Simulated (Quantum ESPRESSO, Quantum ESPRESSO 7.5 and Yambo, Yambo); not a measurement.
**BiOBr (P4/nmm): G0W0 with and without spin-orbit coupling**

Wanted: the effect of spin-orbit coupling on the quasiparticle gap of BiOBr (P4/nmm).

Calculated with Quantum ESPRESSO 7.5 and Yambo 5.3.0; PBEsol and many-body steps on it, plane waves.

The database entry behind the starting cell differs from later determinations by our own check (0.1 to 0.3 % short, probably kX units), so it need not match the best structure at ambient conditions.

## Step 1: Set-up

The structure is tetragonal, space group P4/nmm (No. 129). The conventional cell has a = 3.916 Å, b = 3.916 Å, c = 8.077 Å, α = 90.00°, β = 90.00°, γ = 90.00°. Nearest to Bi lie 4 O at 2.32 Å and 4 Br at 3.18 Å. Nearest to Br lie 4 Bi at 3.18 Å. O has 4 Bi at 2.32 Å nearest. Farther neighbours and most contacts between anions are not listed.

The cell and positions come from the Crystallography Open Database and are kept as given unless a step says otherwise. Spin-orbit coupling is left out unless a step names it.

## Step 2: Empty states on the mesh, 4×4×2 mesh, 143 bands

This step: Quantum ESPRESSO 7.5; DFT, PBEsol, plane waves, norm-conserving pseudopotentials.

The sums over transitions need many empty states on a uniform mesh; this step solves for them.

Contents of pw.in:

```
&control
  calculation = 'nscf'
  prefix = 'x'
  outdir = 'o'
  pseudo_dir = 'pseudo'
/
&system
  ibrav = 0
  nat = 6
  ntyp = 3
  ecutwfc = 76.0
  nbnd = 143
  force_symmorphic = .true.
/
&electrons
  conv_thr = 1e-9
  electron_maxstep = 80
  diago_full_acc = .true.
  diago_thr_init = 5e-6
/
ATOMIC_SPECIES
  Bi 208.98 Bi.upf
  Br 79.904 Br.upf
  O 15.999 O.upf
CELL_PARAMETERS angstrom
  3.9160000000 0.0000000000 0.0000000000
  0.0000000000 3.9160000000 0.0000000000
  0.0000000000 0.0000000000 8.0770000000
ATOMIC_POSITIONS crystal
  Bi 0.0000000000 0.5000000000 0.1540000000
  Bi 0.5000000000 0.0000000000 0.8460000000
  Br 0.0000000000 0.5000000000 0.6530000000
  Br 0.5000000000 0.0000000000 0.3470000000
  O 0.0000000000 0.0000000000 0.0000000000
  O 0.5000000000 0.5000000000 0.0000000000
K_POINTS automatic
  4 4 2 0 0 0
```

On the command line:

```
OMP_NUM_THREADS=1 mpirun -n 8 pw.x -nk 4 -in pw.in > pw.out
```

Log:

```text
Program PWSCF v.7.5 starts

     This program is part of the open-source Quantum ESPRESSO suite
     for quantum simulation of materials; please cite
         "P. Giannozzi et al., J. Phys.:Condens. Matter 21 395502 (2009);
         "P. Giannozzi et al., J. Phys.:Condens. Matter 29 465901 (2017);
         "P. Giannozzi et al., J. Chem. Phys. 152 154105 (2020);
     in publications or presentations arising from this work. More details at

     Atomic positions and unit cell read from directory:
     o/x.save/

     Message from routine setup:
[...]
27.3904  27.4548  28.1553  29.3501  29.4621  30.1820  31.3119  31.4945
     [... 6 further rows ...]
    47.9422  48.7317  49.2475  49.5143  49.6396  49.6497  49.7430  50.7005
    50.7462  51.5359  51.6655  51.8277  51.8448  52.7065  52.9120

          k = 0.0000 0.2500-0.2424 (  9332 PWs)   bands (ev):

     [... further k-points ...]

     highest occupied, lowest unoccupied level (ev):     9.5487   11.7620

     XML data file, pseudopotentials, collected wavefunctions

=------------------------------------------------------------------------------=
   JOB DONE.
=------------------------------------------------------------------------------=
```

The job ended after 28 s (8 MPI ranks of Arm Neoverse V1, shared host; peak memory 0.9 GiB; 3.7 min of CPU time).

This step gave:

| Quantity | Value |
| --- | --- |
| gap | 2.213 eV |
| k of the valence top | 0, -0.5, -0.5 |
| k of the conduction bottom | 0, 0, -0.5 |
| least direct gap | 2.278 eV |
| k points computed | 12 |
| lowest point of the top converged band, above the valence top | 42.82 eV |

On this mesh the gap is 2.213 eV.

The density comes from a self-consistent run that is not shown.

## Step 3: Conversion and set-up

This step: Yambo 5.3.0; conversion and set-up on PBEsol, plane waves, norm-conserving pseudopotentials.

The states are converted to the many-body program's format and the q mesh is built.

On the command line:

```
(cd o/x.save; p2y > p2y.log; mv SAVE ../..); yambo > setup.log
```

Log:

```text
 Yambo, version 5.3.0

 [02] CORE Variables Setup
 =========================

  [02.01] Unit cells
  ==================

  Cell kind             :  Unknown
  Atoms in the cell     :  Bi  Br  O
  number of Bi atoms    :  2
  number of Br atoms    :  2
  number of O  atoms    :  2

  List of atomic masses
  Mass of Bi    :  208.9800
  Mass of Br    :  79.90400
  Mass of O     :  15.99900

  List of atomic coordinates    : [cc]
  Bi1       :  0.000000  3.700084  2.350551  order 1
  Bi2       :   3.70008   0.00000  12.91277  order 2
[...]
K/Q-points units:
 rlu = crystal or reduced units; cc = cartesian coordinates; iku = interal k-units

 Q [ 1]         [rlu]:  0.000000  0.000000  0.000000
 Q [ 2]         [rlu]:  0.000000  0.000000 -0.500000
 Q [ 3]         [rlu]:  0.000000  0.250000  0.000000
[...]
Q [ 8]         [rlu]:  0.250000  0.250000 -0.500000
 Q [ 9]         [rlu]:  0.250000 -0.500000  0.000000
 Q [10]         [rlu]:  0.250000 -0.500000 -0.500000
 Q [11]         [rlu]: -0.500000 -0.500000  0.000000
 Q [12]         [rlu]: -0.500000 -0.500000 -0.500000

  [03.01] X indexes
  =================

   [03.01.01] Sigma indexes
   ========================

 [06] Game Over & Game summary
```

The job ended after 3.5 s (1 MPI rank; peak memory 0.25 GiB).

## Step 4: Scalar-relativistic

Now the one-shot GW correction: screening in the RPA, then the self-energy of the levels asked for.

This step: G0W0 on PBEsol, plane waves, norm-conserving pseudopotentials.

Contents of gw1.in:

```
HF_and_locXC
gw0
dyson
ppa
em1d
rim_cut
RandQpts= 1000000
RandGvec= 1 RL
EXXRLvcs= 76 Ry
VXCRLvcs= 304 Ry
Chimod= "HARTREE"
% BndsRnXp
 1 | 143 |
%
NGsBlkXp= 7 Ry
% LongDrXp
 1 | 1 | 1 |
%
% GbndRnge
 1 | 143 |
%
DysSolver= "n"
ExtendOut
PPAPntXp= 27.21138 eV
% QPkrange
 6 | 6 | 45 | 48 |
 2 | 2 | 45 | 48 |
 1 | 1 | 45 | 48 |
%
```

On the command line:

```
OMP_NUM_THREADS=2 mpirun -n 4 yambo -F gw1.in -J gw1 -C gw1 > gw1.log
```

Log:

```text
 Yambo, version 5.3.0

 [02] CORE Variables Setup
 =========================

  [... cell, symmetries and grids as in the set-up ...]

  [02.05] Energies & Occupations
  ==============================

  [X] === General ===
  [X] Electronic Temperature                        :  0.000000  0.000000 [eV K]
  [X] Bosonic    Temperature                        :  0.000000  0.000000 [eV K]
  [X] Finite Temperature mode                       : no
  [X] El. density                                   :  0.74277E+24 [cm-3]
  [X] Fermi Level                                   :  9.548669 [eV]

  [X] === Gaps and Widths ===
  [X] Conduction Band Min                           :  2.213286 [eV]
  [X] Valence Band Max                              :  0.000000 [eV]
  [X] Filled Bands                                  :   46
  [X] Empty Bands                                   :   47  143
  [X] Direct Gap                                    :  2.277539 [eV]
  [X] Direct Gap localized at k                     :  2
  [X] Indirect Gap                                  :  2.213286 [eV]
  [X] Indirect Gap between kpts                     :   6   2
  [X] Last valence band width                       :  0.931970 [eV]
  [X] 1st conduction band width                     :  2.180031 [eV]

 [03] Transferred momenta grid and indexing
 ==========================================

 IBZ Q-points                                      :  12
 BZ  Q-points                                      :   32

 K/Q-points units:
 rlu = crystal or reduced units; cc = cartesian coordinates; iku = interal k-units

 Q [ 1]         [rlu]:  0.000000  0.000000  0.000000
 Q [ 2]         [rlu]:  0.000000  0.000000 -0.500000
 Q [ 3]         [rlu]:  0.000000  0.250000  0.000000
 Q [ 4]         [rlu]:  0.000000  0.250000 -0.500000
 Q [ 5]         [rlu]:  0.000000 -0.500000  0.000000
 Q [ 6]         [rlu]:  0.000000 -0.500000 -0.500000
 Q [ 7]         [rlu]:  0.250000  0.250000  0.000000
 Q [ 8]         [rlu]:  0.250000  0.250000 -0.500000
 Q [ 9]         [rlu]:  0.250000 -0.500000  0.000000
 Q [10]         [rlu]:  0.250000 -0.500000 -0.500000
 Q [11]         [rlu]: -0.500000 -0.500000  0.000000
 Q [12]         [rlu]: -0.500000 -0.500000 -0.500000

 [04] Coloumb potential Random Integration (RIM)
 ===============================================

  [04.01] RIM initialization
  ==========================

  * Diagonal components only detected *

  8 x (sBL volume)        :  0.074190 [a.u.]
  sBZ random points       :  1000000
  Points outside the sBZ  :   7992674
  RL volume               :  0.296761 [a.u.]
  Integrated volume       :  0.297034 [a.u.]

  [04.02] RIM integrals
  =====================

  Gamma point sphere radius             :  0.076220 [a.u.]
  Points outside the sphere             :   799854
  [Int_sBZ(q=0) 1/q^2]*(Vol_sBZ)^(-1/3) =:  7.677820
                                 should be <:  7.795600

  Summary of Coulomb integrals for non-metallic bands |Q|[au] RIM/Bare

  Q [1] 0.100000E-4 0.984892 * Q [2] 0.205826 1.039738
  Q [3] 0.212265 1.055944 * Q [4] 0.295670 1.048372
  Q [7] 0.300188 1.052397 * Q [8] 0.363974 1.035934
  Q [5] 0.424530 1.021008 * Q [6] 0.471795 1.018539
  Q [9] 0.474639 1.018885 * Q [10] 0.517346 1.016385
  Q [11] 0.600376 1.012713 * Q [12] 0.634678 1.011433

 [05] Dipoles
 ============

  [05.01] Setup: observables and procedures
  =========================================

  [WARNING] [x,Vnl] slows the Dipoles computation. To neglect it rename the ns.kb_pp file

 [06] Dynamic Dielectric Matrix (PPA)
 ====================================

 [WR./gw1//ndb.pp]---------------------------------------------------------------
  Brillouin Zone Q/K grids (IBZ/BZ)                :   12   32   12   32
  RL vectors                                       :  11473 [WF]
  Coulomb cutoff potential                         : none
  Electronic Temperature                           :  0.000000 [K]
  Bosonic    Temperature                           :  0.000000 [K]
  PPA    diel. fun.  energies                      : Perdew, Burke & Ernzerhof SOL(X)+Perdew, Burke & Ernzerhof SOL(C)
  wavefunctions                                    : Perdew, Burke & Ernzerhof SOL(X)+Perdew, Burke & Ernzerhof SOL(C)
  Global Gauge                                     : length
  X matrix size                                    :  257
  X band range                                     :    1  143
  X e/h energy range                               : -1.000000 -1.000000 [eV]
  X Time ordering                                  : R
  X Hxc Kernel                                     : HARTREE
  X Drude frequency                                :  0.000000  0.000000
  X poles                                          :  100.0000 [o/o]
  RL vectors in the sum                            :  11473
  [r,Vnl] included                                 : yes
  Field direction                                  :  0.577350E-5  0.577350E-5  0.577350E-5
  BZ energy Double Grid                            : no
  BZ energy DbGd points                            : 0
  BZ Q point size factor                           : -1.000000
  X Optical Averaged directions                    : none

 [07] Local Exchange-Correlation + Non-Local Fock
 ================================================

 [VXC] Plane waves :   74789
 [EXS] Plane waves :   9415

 QP @ state[ 1 ] K range:  1  2
 QP @ state[ 1 ] b range:   45   48
 QP @ state[ 2 ] K range:   6   6
 QP @ state[ 2 ] b range:   45   48

 [xc] Functional : Perdew, Burke & Ernzerhof SOL(X)+Perdew, Burke & Ernzerhof SOL(C)
 [xc] LIBXC used to calculate xc functional
  PP Number of Atomic Species                      :  3
  NLCC RL compoments                               :   74789
  PP Number of Atomic Species                      :  3
  NLCC RL compoments                               :   74789

 [xc] E_xc :  -65.23783 [Ha]
      E_xc :  -130.4757 [Ry]

  Local XC kind (lXC) : Perdew, Burke & Ernzerhof SOL(X)+Perdew, Burke & Ernzerhof SOL(C)
  Non-Local XC kind (nlXC) : Hartree-Fock

  Corrections @ K [1] :  [eV]
 <45|nlXC|45> = -19.41838  0.13278E-17 <45|lXC|45> = -14.96042  0.000000
 <46|nlXC|46> = -18.25966 -0.50914E-17 <46|lXC|46> = -14.40967 -0.18882E-15
 <47|nlXC|47> = -9.089808 -0.39673E-19 <47|lXC|47> = -12.99827  0.18882E-15
 <48|nlXC|48> = -9.764915  0.26148E-17 <48|lXC|48> = -13.30748  0.000000

  Corrections @ K [2] :  [eV]
 <45|nlXC|45> = -19.83785 -0.18040E-18 <45|lXC|45> = -15.22928  0.14161E-15
 <46|nlXC|46> = -19.49326  0.73692E-17 <46|lXC|46> = -15.25316  0.000000
[...]
Corrections @ K [6] :  [eV]
[...]
<46|nlXC|46> = -20.42300  0.15974E-16 <46|lXC|46> = -16.53727  0.23602E-16
 <47|nlXC|47> = -9.823624  0.31918E-17 <47|lXC|47> = -13.74168 -0.94408E-16
 <48|nlXC|48> = -9.823629 -0.79800E-18 <48|lXC|48> = -13.74168 -0.47204E-16

 [08] Dyson equation: Newton solver
 ==================================

  [08.01] G0W0 (W PPA)
  ====================

  [  GW  ] Bands range     :    1  143
  [GW/PPA] G damping       :  0.100000 [eV]

  QP @ state[ 1 ] K range:  1  2
  QP @ state[ 1 ] b range:   45   48
  QP @ state[ 2 ] K range:   6   6
  QP @ state[ 2 ] b range:   45   48

   Sc/G bands                                       :    1  143
   Sc/G damping                                     :  0.100000 ev
   Sc bands terminator                              : no
   Sx RL components                                 :   9415

   QP @ state[ 1 ] K range                          :  1  2
   QP @ state[ 1 ] b range                          :   45   48
   QP @ state[ 2 ] K range                          :   6   6
   QP @ state[ 2 ] b range                          :   45   48
   GF energies kind                                 : Perdew, Burke & Ernzerhof SOL(X)+Perdew, Burke & Ernzerhof SOL(C)
   GF WF`s kind                                     : Perdew, Burke & Ernzerhof SOL(X)+Perdew, Burke & Ernzerhof SOL(C)
   Xs energies kind                                 : Perdew, Burke & Ernzerhof SOL(X)+Perdew, Burke & Ernzerhof SOL(C)
   Xs WF`s kind                                     : Perdew, Burke & Ernzerhof SOL(X)+Perdew, Burke & Ernzerhof SOL(C)

 [11] Game Over & Game summary
```

Elapsed: 3.1 min, on 4 MPI ranks; peak memory 4.3 GiB; 21 min of CPU time.

This step gave:

```yaml
g0w0_gap_on_the_points_computed: 3.619 eV
starting_gap_on_the_mesh: 2.213 eV
k_of_the_valence_top: 0, -0.5, -0.5
k_of_the_conduction_bottom: 0, 0, -0.5
least_direct_g0w0_gap_on_the_computed_points: 4.180 eV
z_at_the_valence_top: 0.8002
z_at_the_conduction_bottom: 0.8316
```

The gap on the mesh goes from 2.21 eV to 3.62 eV, a correction of +1.41 eV.

## Step 5: Empty states on the mesh, 4×4×2 mesh, 286 bands

This step: Quantum ESPRESSO 7.5; DFT, PBEsol with spin-orbit coupling, plane waves, norm-conserving pseudopotentials.

pw.in, as its differences from that of step 2:

```diff
@@ -11,4 +11,6 @@
   ecutwfc = 76.0
-  nbnd = 143
+  nbnd = 286
   force_symmorphic = .true.
+  noncolin = .true.
+  lspinorb = .true.
 /
```

On the command line:

```
OMP_NUM_THREADS=1 mpirun -n 8 pw.x -nk 4 -in pw.in > pw.out
```

Log:

```text
[banner, memory and clock lines left out]
Program PWSCF v.7.5 starts

     Atomic positions and unit cell read from directory:
     o/x.save/

     Message from routine setup:
     using ibrav=0 with symmetry is DISCOURAGED, use correct ibrav instead

     bravais-lattice index     =            0
     lattice parameter (alat)  =       7.4002  a.u.
     unit-cell volume          =     835.8571 (a.u.)^3
     number of atoms/cell      =            6
     number of atomic types    =            3
     number of electrons       =        92.00
[...]
52.6094  52.6094  52.6766  52.6766  53.4483  53.4483

          k = 0.0000 0.2500 0.0000 (  9377 PWs)   bands (ev):

  -142.2673-142.2673-142.2673-142.2673 -98.8781 -98.8781 -98.8780 -98.8780
[...]
6.4021   6.4021   7.0142   7.0142   7.1764   7.1764   7.3640   7.3640
     [... 24 further rows ...]
    50.7565  50.7565  51.5475  51.5475  51.5781  51.5781  51.6875  51.6875
    51.9670  51.9670  52.7353  52.7354  52.9079  52.9098

          k = 0.0000 0.2500-0.2424 (  9332 PWs)   bands (ev):

     [... further k-points ...]

     highest occupied, lowest unoccupied level (ev):     9.5638   11.4709

     XML data file, pseudopotentials, collected wavefunctions
```

The job ended after 3 min (8 MPI ranks; peak memory 2.3 GiB; 24 min of CPU time).

This step gave:

```
gap                                                           : 1.907 eV
k of the valence top                                          : 0, -0.5, -0.5
k of the conduction bottom                                    : 0, 0, -0.5
least direct gap                                              : 1.909 eV
k points computed                                             : 12
lowest point of the top converged band, above the valence top : 42.97 eV
```

On this mesh the gap is 1.907 eV.

The density comes from a self-consistent run that is not shown, made with spin-orbit coupling and fully relativistic files.

[end of part 1 of 2]

[Paths, hosts, dates, memory and timing lines, banners, echoed tables and standing remarks are left out of the program output.]

[Logs are printed without paths, hosts, clocks, repeated set-up lines and the standing remarks that a program may print on its own settings, such as how far it seeks lower states.]

[Runs of the session that timed out or met a known fault of the program may be left out.]

[Hosts, paths, dates, database ids (printed as entryN), source tags and the programs' standing remarks are cut or masked in the printed files.]
